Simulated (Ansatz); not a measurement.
# What WS2 monolayer (1T) distorts into, part 3 of 3

Aim: this structure of WS2 monolayer (1T) is to be tested for unstable modes, and one is followed downhill.

Ansatz 0.2.0; DFT PBEsol, scalar-relativistic, plane waves, PAW; PAW set soft_1.

So far. Step 5 (Energy along the mode, all amplitudes (two of the runs …): The lowest of the steps tried is at 0.22 Å, 35.6 meV/atom below the parent; the bottom of the well need not coincide with a step. Step 7 (The new phase in its own primitive cell): The largest force component left is 0.14 meV/Å, within the tolerances set.

**8. Modes of the new phase, k-mesh 8×8×1**

A relaxed structure may still be a saddle point, so its zone-centre modes are computed. No field response is asked, since the mesh shows no gap.

Contents of input.yaml:

```yaml
crystal:
  lattice:
    - [4.7683044186, 2.7529818397, 0.0]
    - [-0.0293105062, 5.5567309651, 0.0]
    - [0.0, 0.0, 29.504]
  atoms:
    - { symbol: W, position: [0.0259792031, -0.0519584061, 0.3389370737] }
    - { symbol: W, position: [0.3333333333, 0.3333333333, 0.3389370737] }
    - { symbol: W, position: [0.6406874636, 0.7186250728, 0.3389370737] }
    - { symbol: S, position: [0.9892190491, 0.3333333333, 0.3869709097] }
    - { symbol: S, position: [0.3437753552, 0.6581705691, 0.3935503859] }
    - { symbol: S, position: [0.668612591, 1.0084960976, 0.3935503859] }
    - { symbol: S, position: [0.3228913115, 0.0084960976, 0.2843237615] }
    - { symbol: S, position: [0.6774476176, 0.3333333333, 0.2909032376] }
    - { symbol: S, position: [-0.0019459243, 0.6581705691, 0.2843237615] }
  periodic: [true, true, false]
kpoints:
  mp_grid: { grid: [8, 8, 1] }
hamiltonian:
  xc: pbesol
  pseudopotentials: { kind: paw, azcp: { folder: soft_1 }, xc_functional: pbe }
scf:
  occupations: { method: methfessel_paxton, width: 0.2 }
output:
  eigenvalues: true
phonons:
  method: dfpt
```

The run is started by

```sh
> ansatz run input.yaml --threads 4 --pin off --max-ram 16384MiB --backend cpu --events-out ev --progress --plain --runs-dir out
```

Numbers of over 12 decimals in the logs are rounded to 6 here.

The program printed:

```text
[...]
Crystal: 9 atoms, lattice volume = 784.124 Å³
Basis set: ecut = 420 eV, 15355 PW (Γ), exchange–correlation on 96×96×400 points (8 copies of the dense FFT grid, shifted against one another)
Bands: 48, of which v1, the nominal top of the filled ones, is band 39 counted from 1 (38 counted from 0)
Symmetry: 4 space group operations
k-points: 34 of 64 (irreducible under 1 space group operation, time reversal used)
[...]
SCF iter   1: F=—  HF=-36089.300071 eV  |F-HF|=—  |Δ(HF+E_count)|=         —  Δρ=2.16e-2  dr2=4.37e0  ethr=3.10e-3  ⟨swp⟩=16.8  Hψ=12340  notcnv=0
[...]
SCF iter  12: F=-36087.885502 eV  HF=-36087.885502 eV  |F-HF|=4.51e-10  |Δ(HF+E_count)|=   2.64e-9  S|Δr|=    0.00e0  Δρ=3.46e-8  dr2=8.54e-12  ethr=1.00e-12  ⟨swp⟩=26.1  Hψ=16759  notcnv=0
SCF 1 converged in 12 iterations: F = -36087.885502 eV  dr2 = 8.54e-12
[...]
DFPT response loops at Γ: preconditioner auto → none (partly filled bands, converged f_vac=0.764); β = 0.50; Broyden in place of MSR1
SCF converged after 12 iterations
[...]
Free energy (F): -36087.885502 eV
[...]
Internal energy: -36087.889651 eV  (E = F + TS)
E sigma→0 (E₀):  -36087.886539 eV
Entropy (-TS):   0.004148 eV (0.461 meV/atom)
Fermi energy:    -4.969878 eV
[...]
--- Band table (eV; the first three rows and the last of 34) ---
  k-point 0: bands = [... 35 lower, -6.0149, -5.8196, -5.4684, -5.4656, -4.6576, -4.6369, -4.5777, -3.9181, ... 5 higher]
  k-point 1: bands = [... 35 lower, -6.1309, -6.1075, -5.8517, -4.9916, -4.7909, -4.6368, -4.2779, -3.7628, ... 5 higher]
  k-point 2: bands = [... 35 lower, -6.6910, -6.4004, -5.8879, -4.9464, -4.9229, -4.4585, -3.9480, -3.5207, ... 5 higher]
  k-point 33: bands = [... 35 lower, -6.9319, -6.8442, -6.3365, -5.6338, -4.6984, -4.1981, -3.8544, -3.0278, ... 5 higher]
--- Phonons (Γ-DFPT): 15 representative perturbations + reference, on 34 of 64 k-points (Σ response iterations 74) ---
  ASR residual: 7.921e-5 → 0.000e0 eV/Å²; symmetrization residual: 1.411e-5 eV/Å²
[...]
ASR residual per site (eV/Å²): 5.25e-5 7.92e-5 5.22e-5 1.86e-5 2.66e-5 2.66e-5 2.38e-5 1.75e-5 2.38e-5
  Γ frequencies (cm⁻¹): -177.32 -97.63 0.00 0.00 0.00 21.12 99.06 120.81 147.59 238.79 256.66 256.98 279.76 290.14 301.49 310.68 316.78 318.12 320.88 324.07 334.24 343.38 372.35 384.87 389.77 395.63 434.52
  non-analytic LO–TO correction: not included (Born effective charges unavailable; polar crystals: no LO–TO splitting at Γ)
```

It took 15 min on 4 threads of Arm Neoverse V1, shared host; peak memory 4.5 GiB.

This step gave:

| Quantity | Value |
| --- | --- |
| sum-rule residual before enforcement | 7.92e-5 eV/Å² |
| point group | 2/m |
| highest optical mode at the zone centre (no LO-TO term) | 434.5 cm⁻¹ |
| lowest optical zone-centre mode | -177.3 cm⁻¹ |

Patterns of degenerate modes are one choice out of their space. Modes at Γ, with each element's share of the kinetic energy (negative means imaginary):

```
mode  frequency (cm⁻¹)  symmetry  W %  S %
   1            -177.3        Bu   85   15
   2             -97.6        Au   92    8
   3               0.0  acoustic   74   26
   4               0.0  acoustic   74   26
   5               0.0  acoustic   74   26
   6              21.1        Bg   94    6
   7              99.1        Bu   89   11
   8             120.8        Bg   81   19
   9             147.6        Ag   87   13
  10             238.8        Bu   25   75
  11             256.7        Ag    1   99
  12             257.0        Au   20   80
  13             279.8        Bg    0  100
  14             290.1        Bu   12   88
  15             301.5        Bu   11   89
  16             310.7        Bg   14   86
  17             316.8        Au    1   99
  18             318.1        Ag    5   95
  19             320.9        Bg    4   96
  20             324.1        Ag    6   94
  21             334.2        Au   10   90
  22             343.4        Bu   10   90
  23             372.4        Ag    1   99
  24             384.9        Bg    7   93
  25             389.8        Au    3   97
  26             395.6        Ag    2   98
  27             434.5        Bu   20   80
```

Displacements in mode 1 (-177.3 cm⁻¹), the largest set to 1:
```
W1  -0.44 -0.25  0.06
W2   1.00  0.58  0.06
W3  -0.44 -0.25  0.06
S4  -0.03 -0.02 -0.88
S5  -0.20 -0.01  0.18
S6  -0.11 -0.16  0.18
S7  -0.20 -0.01  0.18
S8  -0.03 -0.02 -0.88
S9  -0.11 -0.16  0.18
```

Displacements in mode 13 (279.8 cm⁻¹), the largest set to 1:
```
W1   0.01  0.01  0.05
W2   0.00  0.00  0.00
W3  -0.01 -0.01 -0.05
S4  -0.50  0.86  0.00
S5  -0.16  1.00  0.22
S6  -0.78  0.64 -0.22
S7   0.16 -1.00 -0.22
S8   0.50 -0.86  0.00
S9   0.78 -0.64  0.22
```

Before it was imposed, the acoustic sum rule was missed by 7.9e-5 eV/Å². Small misses are needed for a sound result but don't prove that mesh and cutoff are converged. The lowest optical mode is imaginary, 177.3i cm⁻¹, so the energy falls along it.

**9. Summary of results**

* unstable mode of the parent: q = (0.333, 0.333, 0), 152i cm⁻¹
* depth at the lowest point sampled: 35.6 meV/atom
* largest atomic shift at that point: 0.22 Å
* space group reached (within 0.01 Å): C2/m
* energy gained over the parent (first relaxation, on the mesh of the frozen mode): 46.1 meV/atom
* area per atom, phase reached: 2.95 Å²
* lowest optical zone-centre mode, phase reached: -177 cm⁻¹
* highest optical mode at the zone centre (no LO-TO term), phase reached: 435 cm⁻¹

What this shows: Along this mode the structure falls into C2/m, 46.1 meV/atom below the parent. At the parent's cell the well is 35.59 meV/atom deep on the steps tried, with its lowest point at a shift of 0.22 Å. Relaxing atoms and cell changes the gain by +10.53 meV/atom against the lowest step (energies at zero smearing). The new phase still has an imaginary mode at the zone centre of its cell, so it is a saddle point on the way to a lower structure. Of the 4 patterns followed to their end from this parent, this one ends 64.6 meV/atom above the lowest, P2_1/m. Each path keeps the symmetry of its pattern, so a lower phase may lie along a pattern not tried. With no gap, or one that is small against the smearing, the frequencies hang on the k mesh and the smearing, most of all near Kohn anomalies. In a sheet or slab the interpolated bending branch near Γ is rough, since the rotational sum rule isn't imposed. A semilocal functional can close a gap that the real compound would have, so the metallic treatment may be an artefact of the level. Spin-orbit coupling is left out, which can matter for the heavy elements here. The PAW files were made for PBE and serve the other functionals too. The starting cell was built on a prototype and not taken from a measurement.

[Logs are printed without paths, hosts, clocks, repeated set-up lines and the standing remarks that a program may print on its own settings, such as how far it seeks lower states.]

[Hosts, paths, dates, database ids (printed as entryN), source tags and the programs' standing remarks are cut or masked in the printed files.]
